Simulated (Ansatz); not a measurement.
## Electron scattering at the Σ3 (111) boundary in fcc Cu, starting shift (0, 0.5): cost of one run

Ansatz 0.2.0; Ansatz plane-wave DFT, PBE, PAW files; relaxation of a bicrystal slab with its lowest layers held; PAW set soft_1. The cell holds 10 atoms.

Input file input.yaml:

```yaml
crystal:
  lattice:
    - [2.5561627297, 0.0, 0.0]
    - [-1.2780813649, 2.2137018601, 0.0]
    - [0.0, 0.0, 29.7838831619]
  atoms:
    - { symbol: Cu, position: [0.6666666666, 0.3333333333, 0.1678760279] }
    - { symbol: Cu, position: [0.9999999999, 1.0, 0.2379507766] }
    - { symbol: Cu, position: [0.3333333333, 0.6666666666, 0.3080255254] }
    - { symbol: Cu, position: [0.6666666666, 0.3333333333, 0.3781002741] }
    - { symbol: Cu, position: [0.0, 0.0, 0.4481750228] }
    - { symbol: Cu, position: [0.6666666666, 0.8333333333, 0.5182497716] }
    - { symbol: Cu, position: [0.3333333333, 0.1666666666, 0.5883245203] }
    - { symbol: Cu, position: [0.9999999999, 0.5, 0.6583992691] }
    - { symbol: Cu, position: [0.6666666666, 0.8333333333, 0.7284740178] }
    - { symbol: Cu, position: [0.3333333332, 0.1666666666, 0.7985487665] }
kpoints:
  mp_grid: { grid: [10, 10, 1] }
hamiltonian:
  xc: pbe
  pseudopotentials: { kind: paw, azcp: { folder: soft_1 } }
scf:
  occupations: { method: fermi_dirac, width: 0.1 }
relax:
  f_tol: 0.03
  max_steps: 80
  constraints: [{ sites: [0, 1] }]
```

Started as:

```
ansatz run input.yaml --threads 4 --pin off --max-ram 15360MiB --backend cpu --events-out ev --progress --plain --runs-dir out
```

The cutoff in use is 420 eV. For reference, a run of the same kind (10 atoms, 14 k-points, 114 bands and 3,357 plane waves; 23 SCF cycles) took 22 s and 0.73 GiB on the same hardware.

**Question.** How long does this run take on 4 threads of Arm Neoverse V1, shared host, and how much memory does it need?

A cutoff of 420 eV is a sphere of radius 10.5 Å⁻¹, so a cell of 169 Å³ holds about V·G³/6π² = 3,294 plane waves. At two electrons a band, the 190 electrons need 95 bands, and 19 more are carried. Symmetry cuts the 10×10×1 mesh from 100 to 31 points. The run has 31 k-points, 114 bands and 3,357 plane waves. Taking the work of a cycle as k-points × spins × bands × plane waves, that is 2.2 times the reference, or 48 s at the reference's 23 cycles. The run needed 74 SCF cycles over 8 ionic steps, which makes it about 2.6 min. One copy of the wavefunctions takes 0.18 GiB at 16 bytes a coefficient, against 0.08 GiB in the reference; grids, projectors and work arrays come on top. Measured: about 2.4 min, with a peak of 0.93 GiB. The estimate holds within 25 %.

[Logs are printed without paths, hosts, clocks, repeated set-up lines and the standing remarks that a program may print on its own settings, such as how far it seeks lower states.]

[Hosts, paths, dates, database ids (printed as entryN), source tags and the programs' standing remarks are cut or masked in the printed files.]
